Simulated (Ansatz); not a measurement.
# Mo(110) film, 3 layers, adrow: surface scattering

Aim: how much of the in-plane current does the surface defect in Mo(110) film, 3 layers, adrow reflect?

Method: Ansatz plane-wave DFT, PBE, PAW files; relaxation of the atoms about the surface defect; PAW set soft_1, in the first sound run; inputs show where later runs differ, in Ansatz 0.2.0.

### Step 1. The structure

The cell holds 49 atoms: 49 Mo. Its edges and angles: a = 17.676 Å, b = 3.147 Å, c = 35.604 Å, α = 90.0°, β = 90.0°, γ = 90.0°. It derives from Mo. Vacuum lies along a. The structure's axis is c.

### Step 2. Relaxing about the defect

The neighbours of the defect are let go while the lead's layers stay on their sites, since a lead must repeat to 0.01 Å.

Contents of input.yaml:

```yaml
crystal:
  lattice:
    - [17.6757951212, 0.0, 0.0]
    - [0.0, 3.147, 0.0]
    - [0.0, 0.0, 35.6042406463]
  atoms:
    - { symbol: Mo, position: [0.2545854356, 0.0, 0.0] }
    - { symbol: Mo, position: [0.2545854356, 0.5, 0.0625] }
    - { symbol: Mo, position: [0.3804787844, 0.5, 0.0] }
    - { symbol: Mo, position: [0.3804787844, 0.0, 0.0625] }
    - { symbol: Mo, position: [0.5063721332, 0.0, 0.0] }
    - { symbol: Mo, position: [0.5063721332, 0.5, 0.0625] }
    - { symbol: Mo, position: [0.2545854356, 0.0, 0.125] }
    - { symbol: Mo, position: [0.2545854356, 0.5, 0.1875] }
    - { symbol: Mo, position: [0.3804787844, 0.5, 0.125] }
    - { symbol: Mo, position: [0.3804787844, 0.0, 0.1875] }
    - { symbol: Mo, position: [0.5063721332, 0.0, 0.125] }
    - { symbol: Mo, position: [0.5063721332, 0.5, 0.1875] }
    - { symbol: Mo, position: [0.2545854356, 0.0, 0.25] }
    - { symbol: Mo, position: [0.2545854356, 0.5, 0.3125] }
    - { symbol: Mo, position: [0.3804787844, 0.5, 0.25] }
    - { symbol: Mo, position: [0.3804787844, 0.0, 0.3125] }
    - { symbol: Mo, position: [0.5063721332, 0.0, 0.25] }
    - { symbol: Mo, position: [0.5063721332, 0.5, 0.3125] }
    - { symbol: Mo, position: [0.2545854356, 0.0, 0.375] }
    - { symbol: Mo, position: [0.2545854356, 0.5, 0.4375] }
    - { symbol: Mo, position: [0.3804787844, 0.5, 0.375] }
    - { symbol: Mo, position: [0.3804787844, 0.0, 0.4375] }
    - { symbol: Mo, position: [0.5063721332, 0.0, 0.375] }
    - { symbol: Mo, position: [0.5063721332, 0.5, 0.4375] }
    - { symbol: Mo, position: [0.2545854356, 0.0, 0.5] }
    - { symbol: Mo, position: [0.2545854356, 0.5, 0.5625] }
    - { symbol: Mo, position: [0.3804787844, 0.5, 0.5] }
    - { symbol: Mo, position: [0.3804787844, 0.0, 0.5625] }
    - { symbol: Mo, position: [0.5063721332, 0.0, 0.5] }
    - { symbol: Mo, position: [0.5063721332, 0.5, 0.5625] }
    - { symbol: Mo, position: [0.2545854356, 0.0, 0.625] }
    - { symbol: Mo, position: [0.2545854356, 0.5, 0.6875] }
    - { symbol: Mo, position: [0.3804787844, 0.5, 0.625] }
    - { symbol: Mo, position: [0.3804787844, 0.0, 0.6875] }
    - { symbol: Mo, position: [0.5063721332, 0.0, 0.625] }
    - { symbol: Mo, position: [0.5063721332, 0.5, 0.6875] }
    - { symbol: Mo, position: [0.2545854356, 0.0, 0.75] }
    - { symbol: Mo, position: [0.2545854356, 0.5, 0.8125] }
    - { symbol: Mo, position: [0.3804787844, 0.5, 0.75] }
    - { symbol: Mo, position: [0.3804787844, 0.0, 0.8125] }
    - { symbol: Mo, position: [0.5063721332, 0.0, 0.75] }
    - { symbol: Mo, position: [0.5063721332, 0.5, 0.8125] }
    - { symbol: Mo, position: [0.2545854356, 0.0, 0.875] }
    - { symbol: Mo, position: [0.2545854356, 0.5, 0.9375] }
    - { symbol: Mo, position: [0.3804787844, 0.5, 0.875] }
    - { symbol: Mo, position: [0.3804787844, 0.0, 0.9375] }
    - { symbol: Mo, position: [0.5063721332, 0.0, 0.875] }
    - { symbol: Mo, position: [0.5063721332, 0.5, 0.9375] }
    - { symbol: Mo, position: [0.6278957881, 0.5, 0.5] }
kpoints:
  mp_grid: { grid: [1, 7, 1] }
hamiltonian:
  xc: pbe
  pseudopotentials: { kind: paw, azcp: { folder: soft_1 } }
scf:
  occupations: { method: fermi_dirac, width: 0.1 }
relax:
  f_tol: 0.03
  max_steps: 40
  constraints:
    - { sites: [0, 1, 2, 3, 4, 5, 6, 7, 8, 9, 10, 11, 12, 13, 14, 15, 16, 17, 18, 19, 24, 25, 30, 31, 33, 35, 36, 37, 38, 39, 40, 41, 42, 43, 44, 45, 46, 47] }
```

Started as:

```console
$ ansatz run input.yaml --threads 8 --pin off --max-ram 15360MiB --backend cpu --events-out ev --progress --plain --runs-dir out
```

Numbers of over 12 decimals in the logs are rounded to 6 here.

Output:

```text
Engine: ansatz 0.2.0, aarch64-unknown-linux-gnu
Pseudopotentials: kind: paw
Pseudopotential: Mo, paw, valence charge 14, recommended cutoff 420 eV (normal), soft_1/Mo.paw.azcp
Functional definition: PBE
  parameter kappa = 0.804
  parameter beta = 0.066725
  exchange = pbe_x(kappa = kappa, mu = beta*pi^2/3)
  correlation = pbe_c(beta = beta)
Crystal: 49 atoms, lattice volume = 1980.512 Å³
Basis set: ecut = 420 eV, 38791 PW (Γ), exchange–correlation on 240×48×480 points (8 copies of the dense FFT grid, shifted against one another)
Bands: 412, of which v1, the nominal top of the filled ones, is band 343 counted from 1 (342 counted from 0)
Symmetry: 4 space group operations
Space group: Pmm2 (ITA 25), of the structure as read, at distance tolerance 1.3e-4 Å
k-points: 4 of 7
Non-local potential: Mo, projectors of the file, l = 0: 3, l = 1: 2, l = 2: 2, l = 3: 1
PAW form: soft (Blöchl's): semilocal exchange-correlation on the pseudo side does not see the compensation charge
PAW one-centre angular grid: Mo, 590 points (default); XC on 64 Gauss nodes
Initial density: superposition of atomic densities (neutral atoms: chi_scale 0, normalization atom)
Initial wavefunctions: pseudopotential atomic-orbital guess
Functional: x = pbe(κ = 0.804, μ = 0.219515), c = pbe(β = 0.066725)
SCF iter   1: F=—  HF=-242844.099242 eV  |F-HF|=—  |Δ(HF+E_count)|=         —  Δρ=6.60e-2  dr2=2.37e2  ethr=3.10e-3  ⟨swp⟩=10.0  Hψ=7738  notcnv=0
preconditioner: auto → LDOS  [metal: Δε(μ)=0.039 eV  Ē_g=4.084 eV  σ=0.100 eV  W_gap=0.10  n_scr=382 (ndim 8)  ℏωp=14.3 eV  f_vac=0.502  D(μ)=49.92/eV (n_scr^D=282)  β→1.0]
SCF iter   2: F=—  HF=-242824.161418 eV  |F-HF|=—  |Δ(HF+E_count)|=    1.99e1  Δρ=5.21e-2  dr2=2.22e2  ethr=3.10e-3  ⟨swp⟩=4.5  Hψ=4650  notcnv=0
SCF iter   3: F=—  HF=-242805.189256 eV  |F-HF|=—  |Δ(HF+E_count)|=    1.90e1  Δρ=9.78e-3  dr2=5.85e0  ethr=3.10e-3  ⟨swp⟩=4.0  Hψ=4155  notcnv=0
SCF iter   4: F=—  HF=-242804.935085 eV  |F-HF|=—  |Δ(HF+E_count)|=   2.54e-1  Δρ=3.73e-3  dr2=5.59e-1  ethr=8.53e-4  ⟨swp⟩=2.8  Hψ=2889  notcnv=0
SCF iter   5: F=—  HF=-242804.888963 eV  |F-HF|=—  |Δ(HF+E_count)|=   4.61e-2  Δρ=1.15e-3  dr2=6.53e-2  ethr=8.14e-5  ⟨swp⟩=2.8  Hψ=3154  notcnv=0
SCF iter   6: F=—  HF=-242804.890843 eV  |F-HF|=—  |Δ(HF+E_count)|=   1.88e-3  Δρ=6.26e-4  dr2=1.77e-2  ethr=9.52e-6  ⟨swp⟩=2.8  Hψ=3048  notcnv=0
SCF iter   7: F=—  HF=-242804.891802 eV  |F-HF|=—  |Δ(HF+E_count)|=   9.59e-4  Δρ=1.81e-4  dr2=3.17e-3  ethr=2.59e-6  ⟨swp⟩=2.2  Hψ=2388  notcnv=0
SCF iter   8: F=—  HF=-242804.892045 eV  |F-HF|=—  |Δ(HF+E_count)|=   2.43e-4  Δρ=1.14e-4  dr2=5.79e-4  ethr=4.62e-7  ⟨swp⟩=2.2  Hψ=2537  notcnv=0
SCF iter   9: F=—  HF=-242804.892002 eV  |F-HF|=—  |Δ(HF+E_count)|=   4.34e-5  Δρ=2.87e-5  dr2=6.39e-5  ethr=8.43e-8  ⟨swp⟩=3.0  Hψ=2910  notcnv=0
SCF iter  10: F=-242804.892005 eV  HF=-242804.892010 eV  |F-HF|=5.20e-6  |Δ(HF+E_count)|=   8.47e-6  Δρ=1.45e-5  dr2=9.57e-6  ethr=3.28e-9  ⟨swp⟩=5.0  Hψ=5448  notcnv=0
SCF 1 converged in 10 iterations: F = -242804.892005 eV  dr2 = 9.57e-6
  greatest PAW one-centre occupation: 0.999 electrons in one spin orbital (limit 2), on the Mo atom at site 28 (counted from 0), in its partial waves of l = 0
relax step   1: F+E_penalty+E_count = -242804.89200526 eV  Δ(F+E_penalty+E_count) = +0.000e0 eV  max|allowed force component| = 2.999e0 eV/Å  Δτ_max = 0.0000 Å  (10 SCF iters, dr2 threshold 2.25e-5 eV, accepted)
Initial density: handed on by an earlier stage of this run
Initial wavefunctions: those handed on with the density
iter 1 solved again at ethr=8.53e-5 eV; its pass at ethr=3.10e-3 eV (dr2=5.85e-1 eV) is discarded
SCF iter   1: F=—  HF=-242805.484988 eV  |F-HF|=—  |Δ(HF+E_count)|=         —  Δρ=4.52e-3  dr2=5.44e-1  ethr=8.53e-5  ⟨swp⟩=2.5  Hψ=8005  notcnv=0
preconditioner: auto → LDOS  [metal: Δε(μ)=0.010 eV  Ē_g=3.586 eV  σ=0.100 eV  W_gap=0.03  n_scr=382 (ndim 8)  ℏωp=14.3 eV  f_vac=0.510  D(μ)=56.98/eV (n_scr^D=382)  β→1.0]
SCF iter   2: F=—  HF=-242805.489296 eV  |F-HF|=—  |Δ(HF+E_count)|=   4.31e-3  Δρ=2.92e-3  dr2=5.20e-1  ethr=7.93e-5  ⟨swp⟩=4.0  Hψ=3271  notcnv=0  defer=1
SCF iter   3: F=—  HF=-242805.442581 eV  |F-HF|=—  |Δ(HF+E_count)|=   4.67e-2  Δρ=8.06e-4  dr2=3.08e-2  ethr=7.57e-5  ⟨swp⟩=2.2  Hψ=3016  notcnv=0
SCF iter   4: F=—  HF=-242805.441515 eV  |F-HF|=—  |Δ(HF+E_count)|=   1.07e-3  Δρ=1.61e-4  dr2=6.91e-4  ethr=4.49e-6  ⟨swp⟩=3.0  Hψ=2697  notcnv=0
SCF iter   5: F=—  HF=-242805.441617 eV  |F-HF|=—  |Δ(HF+E_count)|=   1.02e-4  Δρ=5.45e-5  dr2=9.42e-5  ethr=1.01e-7  ⟨swp⟩=3.0  Hψ=3564  notcnv=0
SCF iter   6: F=-242805.441662 eV  HF=-242805.441663 eV  |F-HF|=1.68e-6  |Δ(HF+E_count)|=   4.60e-5  Δρ=2.35e-5  dr2=1.63e-5  ethr=1.37e-8  ⟨swp⟩=4.8  Hψ=4956  notcnv=0
SCF 2 converged in 6 iterations: F = -242805.441662 eV  dr2 = 1.63e-5
relax step   2: F+E_penalty+E_count = -242805.44166170 eV  Δ(F+E_penalty+E_count) = -5.497e-1 eV  max|allowed force component| = 1.076e0 eV/Å  Δτ_max = 0.1948 Å  (6 SCF iters, dr2 threshold 1.00e-4 eV, accepted)
SCF iter   1: F=—  HF=-242805.767691 eV  |F-HF|=—  |Δ(HF+E_count)|=         —  Δρ=7.29e-3  dr2=3.39e0  ethr=1.12e-3  ⟨swp⟩=13.8  Hψ=6367  notcnv=0
preconditioner: auto → LDOS  [metal: Δε(μ)=0.017 eV  Ē_g=3.604 eV  σ=0.100 eV  W_gap=0.04  n_scr=382 (ndim 8)  ℏωp=14.3 eV  f_vac=0.512  D(μ)=56.28/eV (n_scr^D=370)  β→1.0]
SCF iter   2: F=—  HF=-242805.675460 eV  |F-HF|=—  |Δ(HF+E_count)|=   9.22e-2  Δρ=4.15e-3  dr2=8.85e-1  ethr=4.95e-4  ⟨swp⟩=4.2  Hψ=2921  notcnv=0  defer=1
SCF iter   3: F=—  HF=-242805.614661 eV  |F-HF|=—  |Δ(HF+E_count)|=   6.08e-2  Δρ=2.07e-3  dr2=2.50e-1  ethr=1.29e-4  ⟨swp⟩=3.5  Hψ=3847  notcnv=0
SCF iter   4: F=—  HF=-242805.592152 eV  |F-HF|=—  |Δ(HF+E_count)|=   2.25e-2  Δρ=4.34e-4  dr2=1.02e-2  ethr=3.65e-5  ⟨swp⟩=2.0  Hψ=2353  notcnv=0
SCF iter   5: F=—  HF=-242805.592385 eV  |F-HF|=—  |Δ(HF+E_count)|=   2.33e-4  Δρ=1.09e-4  dr2=6.35e-4  ethr=1.48e-6  ⟨swp⟩=2.8  Hψ=3040  notcnv=0
SCF iter   6: F=-242805.592379 eV  HF=-242805.592391 eV  |F-HF|=1.11e-5  |Δ(HF+E_count)|=   6.01e-6  Δρ=2.49e-5  dr2=2.83e-5  ethr=1.06e-8  ⟨swp⟩=3.5  Hψ=6897  notcnv=0
SCF 3 converged in 6 iterations: F = -242805.592379 eV  dr2 = 2.83e-5
relax step   3: F+E_penalty+E_count = -242805.59237940 eV  Δ(F+E_penalty+E_count) = -1.507e-1 eV  max|allowed force component| = 2.426e-1 eV/Å  Δτ_max = 0.1948 Å  (6 SCF iters, dr2 threshold 7.24e-5 eV, accepted)
[...]
relax step   4: F+E_penalty+E_count = -242805.61065281 eV  Δ(F+E_penalty+E_count) = -1.827e-2 eV  max|allowed force component| = 6.673e-2 eV/Å  Δτ_max = 0.0483 Å  (7 SCF iters, dr2 threshold 3.68e-6 eV, accepted)
[...]
iter 1 solved again at ethr=1.07e-10 eV; its pass at ethr=3.10e-3 eV (dr2=7.36e-7 eV) is discarded
SCF iter   1: F=—  HF=-242805.611240 eV  |F-HF|=—  |Δ(HF+E_count)|=         —  Δρ=4.80e-6  dr2=7.34e-7  ethr=1.07e-10  ⟨swp⟩=3.8  Hψ=6419  notcnv=0
SCF iter   2: F=—  HF=-242805.611857 eV  |F-HF|=—  |Δ(HF+E_count)|=   6.16e-4  Δρ=3.42e-6  dr2=4.27e-7  ethr=1.07e-10  ⟨swp⟩=2.5  Hψ=3484  notcnv=0
SCF iter   3: F=-242805.611857 eV  HF=-242805.611857 eV  |F-HF|=3.70e-8  |Δ(HF+E_count)|=   5.52e-8  Δρ=1.12e-6  dr2=5.54e-8  ethr=1.46e-11  ⟨swp⟩=2.8  Hψ=6861  notcnv=0
SCF 7 converged in 3 iterations: F = -242805.611857 eV  dr2 = 5.54e-8
relax step   7: F+E_penalty+E_count = -242805.61185659 eV  Δ(F+E_penalty+E_count) = -4.876e-7 eV  max|allowed force component| = 8.383e-3 eV/Å  Δτ_max = 0.0000 Å  (3 SCF iters, accepted)
SCF converged after 3 iterations
Free energy (F): -242805.611857 eV
Harris-Foulkes:  -242805.611857 eV  (|F-HF|=3.70e-8)
Internal energy: -242803.791555 eV  (E = F + TS)
E sigma→0 (E₀):  -242804.701706 eV
Entropy (-TS):   -1.820301 eV (-37.149 meV/atom)
Fermi energy:    5.444942 eV
--- Per-component energies (eV) ---
  E_band       = -13260.824151
  E_kinetic    = 20602.336481
  E_local      = -478747.760289  (includes V_loc(G=0)·N_el)
  E_nonlocal   = 7303.786972
  E_hartree    = 228053.019841
  E_xc         = -8575.817433
  E_vxc        = -10684.620712  (∫ρ·V_xc dr)
  E_paw        = -157387.448899  (= ΣΔE_a)
  E_vpaw       = -7840.615866  (= ΣTr[D̂ρ^β])
  E_aug_tail   = 0.002416  (compensation charges beyond the density's cutoff)
  E_ewald      = 145948.089356
  E_smearing   = -1.820301  (= −TS)
  E_closure    = 0.000000  (closes the sum)
  Σ components = -242805.611857   (vs F -242805.611857, Δ=0.00e0)
--- Forces (eV/Å), atoms counted from 1 ---
  atom   1  Mo     0.43677001     0.00000000     0.00000000
  atom   2  Mo     0.43782295    -0.00000000    -0.00870683
  atom   3  Mo     0.00151708     0.00000000     0.00000000
  atom   4  Mo     0.00080230     0.00000000     0.00748920
  atom   5  Mo    -0.43431835     0.00000000     0.00000000
  atom   6  Mo    -0.44155876     0.00000000    -0.00712603
  atom   7  Mo     0.44406861     0.00000000     0.01439124
  atom   8  Mo     0.44436518     0.00000000     0.00623354
  atom   9  Mo     0.00870425     0.00000000     0.00248764
  atom  10  Mo    -0.00355177     0.00000000    -0.02872809
  atom  11  Mo    -0.44294984     0.00000000    -0.00833175
  atom  12  Mo    -0.44774297     0.00000000     0.01431670
  atom  13  Mo     0.43161906     0.00000000    -0.00024844
  atom  14  Mo     0.37828463     0.00000000    -0.10793443
  atom  15  Mo    -0.00903868     0.00000000    -0.00921178
  atom  16  Mo    -0.15748983     0.00000000    -0.16679085
  atom  17  Mo    -0.44961754     0.00000000     0.01136574
  atom  18  Mo    -0.43068124     0.00000000    -0.06562028
  atom  19  Mo     0.16602935     0.00000000    -0.22823437
  atom  20  Mo     0.13852181     0.00000000    -0.14996861
  atom  21  Mo    -0.00055137     0.00000000    -0.00199936
  atom  22  Mo     0.00661478     0.00000000    -0.00039987
  atom  23  Mo     0.00214551     0.00000000     0.00038338
  atom  24  Mo     0.00069442     0.00000000     0.00342505
  atom  25  Mo    -0.14444232     0.00000000     0.00000000
  atom  26  Mo     0.13852181     0.00000000     0.14996861
  atom  27  Mo    -0.00652234     0.00000000     0.00000000
  atom  28  Mo     0.00661478     0.00000000     0.00039987
  atom  29  Mo     0.00259414     0.00000000     0.00000000
  atom  30  Mo     0.00069442     0.00000000    -0.00342505
  atom  31  Mo     0.16602935    -0.00000000     0.22823437
  atom  32  Mo     0.37828463     0.00000000     0.10793443
  atom  33  Mo    -0.00055137     0.00000000     0.00199936
  atom  34  Mo    -0.15748983     0.00000000     0.16679085
  atom  35  Mo     0.00214551     0.00000000    -0.00038338
  atom  36  Mo    -0.43068124     0.00000000     0.06562028
  atom  37  Mo     0.43161906     0.00000000     0.00024844
  atom  38  Mo     0.44436518     0.00000000    -0.00623354
  atom  39  Mo    -0.00903868    -0.00000000     0.00921178
  atom  40  Mo    -0.00355177     0.00000000     0.02872809
  atom  41  Mo    -0.44961754     0.00000000    -0.01136574
  atom  42  Mo    -0.44774297     0.00000000    -0.01431670
  atom  43  Mo     0.44406861     0.00000000    -0.01439124
  atom  44  Mo     0.43782295     0.00000000     0.00870683
  atom  45  Mo     0.00870425     0.00000000    -0.00248764
  atom  46  Mo     0.00080230     0.00000000    -0.00748920
  atom  47  Mo    -0.44294984     0.00000000     0.00833175
  atom  48  Mo    -0.44155876     0.00000000     0.00712603
  atom  49  Mo    -0.00838334     0.00000000     0.00000000
  max |Σ_I F_I| component: 1.97e-4 eV/Å
--- Relaxed structure (7 steps of the walk, 7 accepted, 0 SCFs on fresh bases) ---
  F+E_penalty+E_count = -242805.61185659 eV   max|allowed force component| = 8.383e-3 eV/Å
  atoms:
    - { symbol: Mo, position: [0.2545854356, 0.0, 0.0] }
    - { symbol: Mo, position: [0.2545854356, 0.500000, 0.062500] }
    - { symbol: Mo, position: [0.3804787844, 0.500000, 0.0] }
    - { symbol: Mo, position: [0.3804787844, 0.0, 0.062500] }
    - { symbol: Mo, position: [0.5063721332, 0.0, 0.0] }
    - { symbol: Mo, position: [0.5063721332, 0.500000, 0.062500] }
    - { symbol: Mo, position: [0.2545854356, 0.0, 0.125000] }
    - { symbol: Mo, position: [0.2545854356, 0.500000, 0.187500] }
    - { symbol: Mo, position: [0.3804787844, 0.500000, 0.125000] }
    - { symbol: Mo, position: [0.3804787844, 0.0, 0.187500] }
    - { symbol: Mo, position: [0.5063721332, 0.0, 0.125000] }
    - { symbol: Mo, position: [0.5063721332, 0.500000, 0.187500] }
    - { symbol: Mo, position: [0.2545854356, 0.0, 0.250000] }
    - { symbol: Mo, position: [0.2545854356, 0.500000, 0.3125] }
    - { symbol: Mo, position: [0.3804787844, 0.500000, 0.250000] }
    - { symbol: Mo, position: [0.3804787844, 0.0, 0.3125] }
    - { symbol: Mo, position: [0.5063721332, 0.0, 0.250000] }
    - { symbol: Mo, position: [0.5063721332, 0.500000, 0.3125] }
    - { symbol: Mo, position: [0.2545854356, 0.0, 0.375000] }
    - { symbol: Mo, position: [0.2545854356, 0.500000, 0.437500] }
    - { symbol: Mo, position: [0.378663, 0.500000, 0.374719] }
    - { symbol: Mo, position: [0.377035, 0, 0.437012] }
    - { symbol: Mo, position: [0.501690, 0, 0.374438] }
    - { symbol: Mo, position: [0.505560, 0.500000, 0.437045] }
    - { symbol: Mo, position: [0.2545854356, 0.0, 0.500000] }
    - { symbol: Mo, position: [0.2545854356, 0.500000, 0.5625] }
    - { symbol: Mo, position: [0.373968, 0.500000, 0.500000] }
    - { symbol: Mo, position: [0.377035, 0, 0.562988] }
    - { symbol: Mo, position: [0.498553, 0.0, 0.500000] }
    - { symbol: Mo, position: [0.505560, 0.500000, 0.562955] }
    - { symbol: Mo, position: [0.2545854356, 0.0, 0.625] }
    - { symbol: Mo, position: [0.2545854356, 0.500000, 0.687500] }
    - { symbol: Mo, position: [0.378663, 0.500000, 0.625281] }
    - { symbol: Mo, position: [0.3804787844, 0.0, 0.687500] }
    - { symbol: Mo, position: [0.501690, 0, 0.625562] }
    - { symbol: Mo, position: [0.5063721332, 0.500000, 0.687500] }
    - { symbol: Mo, position: [0.2545854356, 0.0, 0.750000] }
    - { symbol: Mo, position: [0.2545854356, 0.500000, 0.812500] }
    - { symbol: Mo, position: [0.3804787844, 0.500000, 0.750000] }
    - { symbol: Mo, position: [0.3804787844, 0.0, 0.812500] }
    - { symbol: Mo, position: [0.5063721332, 0.0, 0.750000] }
    - { symbol: Mo, position: [0.5063721332, 0.500000, 0.812500] }
    - { symbol: Mo, position: [0.2545854356, 0.0, 0.875000] }
    - { symbol: Mo, position: [0.2545854356, 0.500000, 0.937500] }
    - { symbol: Mo, position: [0.3804787844, 0.500000, 0.875000] }
    - { symbol: Mo, position: [0.3804787844, 0.0, 0.937500] }
    - { symbol: Mo, position: [0.5063721332, 0.0, 0.875000] }
    - { symbol: Mo, position: [0.5063721332, 0.500000, 0.937500] }
    - { symbol: Mo, position: [0.603226, 0.500000, 0.500000] }
```

Run time: 19 min. Hardware: 8 threads of Arm Neoverse N1, shared host; peak memory 11 GiB; 2 h of CPU time.

The steps of the relaxation:

```csv
step,energy less that of the first step (eV),largest force component (eV/Å)
1,0.0000,2.9995
2,-0.5497,1.0762
3,-0.7004,0.2426
4,-0.7186,0.0667
5,-0.7188,0.1474
6,-0.7199,0.0082
7,-0.7199,0.0084
```

The run keeps the 4 symmetry operations that it works with, so distortions that break them were not tested.

The atoms that moved most (Å):

```csv
atom,dx,dy,dz,length
Mo49,-0.436,0.000,0.000,0.436
Mo29,-0.138,0.000,0.000,0.138
Mo27,-0.115,0.000,0.000,0.115
Mo23,-0.083,0.000,-0.020,0.085
Mo35,-0.083,0.000,0.020,0.085
Mo22,-0.061,0.000,-0.017,0.063
Mo28,-0.061,0.000,0.017,0.063
Mo21,-0.032,0.000,-0.010,0.034
```

Numbers from this step:

| Property | Result |
| --- | --- |
| free energy | -242805.6119 eV |
| energy at zero smearing | -242804.7017 eV |
| Fermi energy | 5.445 eV |

The largest force component on a free atom ends at 0.0084 eV/Å, under the tolerance of 0.03, after 7 steps.

(Part 1 of 2 ends here.)

[Logs are printed without paths, hosts, clocks, repeated set-up lines and the standing remarks that a program may print on its own settings, such as how far it seeks lower states.]

[Hosts, paths, dates, database ids (printed as entryN), source tags and the programs' standing remarks are cut or masked in the printed files.]
